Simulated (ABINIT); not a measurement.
An input for ABINIT 10.8.3 (SrIBr (Pnma)):

```
acell 3*1.0 Angstrom
rprim 
  8.169106000000 0.000000000000 0.000000000000
  0.000000000000 5.131914000000 0.000000000000
  0.000000000000 0.000000000000 11.030852000000
ntypat 3
znucl 38 53 35
natom 12
typat 1 1 1 1 2 2 2 2 3 3 3 3
xred 
  0.280131000000 0.750000000000 0.421100000000
  0.780131000000 0.750000000000 0.078900000000
  0.719869000000 0.250000000000 0.578900000000
  0.219869000000 0.250000000000 0.921100000000
  0.367160000000 0.750000000000 0.109521000000
  0.867160000000 0.750000000000 0.390479000000
  0.632840000000 0.250000000000 0.890479000000
  0.132840000000 0.250000000000 0.609521000000
  0.517796000000 0.750000000000 0.637160000000
  0.017796000000 0.750000000000 0.862840000000
  0.482204000000 0.250000000000 0.362840000000
  0.982204000000 0.250000000000 0.137160000000
pp_dirpath "pseudos"
pseudos "Sr.upf, I.upf, Br.upf"
ecut 31
ngkpt 1 2 1
nshiftk 1
shiftk 0 0 0
kptopt 1
chksymbreak 0
iscf -2
irdden 1
istwfk *1
nband 235
nbdbuf 20
tolwfr 1e-09
nstep 60
prtvol 0
indata_prefix "in"
outdata_prefix "out"
tmpdata_prefix "tmp"
```

```sh
OMP_NUM_THREADS=2 mpirun -n 2 abinit run.abi > log
```

Question: Estimate wall time and host memory on 2 MPI ranks of Intel Xeon Platinum 8488C (Sapphire Rapids), shared host.

It took 4.8 min; on shared hardware allow 2.4 min to 9.6 min. Peak host memory was 0.53 GiB.

[Paths, hosts, dates, memory and timing lines, banners, echoed tables and standing remarks are left out of the program output.]

[Logs are printed without paths, hosts, clocks, repeated set-up lines and the standing remarks that a program may print on its own settings, such as how far it seeks lower states.]

[Runs of the session that timed out or met a known fault of the program may be left out.]

[Hosts, paths, dates, database ids (printed as entryN), source tags and the programs' standing remarks are cut or masked in the printed files.]

[G0W0 gaps are taken among the corrected bands and points alone; a level outside them can change the order at an edge.]

[Where Ansatz stands beside ABINIT at settings called matched, ABINIT's density can come from a denser mesh and the files from another edition; pairs whose starting gaps differed by over 0.03 eV were left out, so agreement reads better than it is.]
